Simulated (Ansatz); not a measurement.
Rows from a G0W0 calculation on ZnIF (1T monolayer (Janus)) (Ansatz 0.2.0; G0W0 on PBE, plane waves, PAW; 6×6×1 mesh, 212 empty bands, screening to 42 eV), in eV. Spin-orbit coupling is left out.

```
row  k  band   start       Σx  Σc at the solution      Vxc
  A  Γ    c2  -0.830   -2.926              -1.874   -5.344
  B  Γ    v1  -5.464  -19.214               1.838  -16.655
  C  Γ    c1  -4.051   -7.342              -2.944  -11.379
```

Q: Give the quasiparticle energies and the shift of each level.

The quasiparticle equation reads E = start + Σx + Σc(E) − Vxc.

```
row  E (eV)  shift (eV)
  A  -0.287      +0.543
  B  -6.186      −0.721
  C  -2.958      +1.093
```

Limits: not at the basis limit; coarse mesh for a sheet; d shell near the gap, gap tends to lie low; no spin-orbit coupling.

[Paths, hosts, dates, memory and timing lines, banners, echoed tables and standing remarks are left out of the program output.]

[Logs are printed without paths, hosts, clocks, repeated set-up lines and the standing remarks that a program may print on its own settings, such as how far it seeks lower states.]

[Runs of the session that timed out or met a known fault of the program may be left out.]

[Cells called generated may have been cut or substituted from an entry of the Crystallography Open Database or the Materials Project.]

[Hosts, paths, dates, database ids (printed as entryN), source tags and the programs' standing remarks are cut or masked in the printed files.]
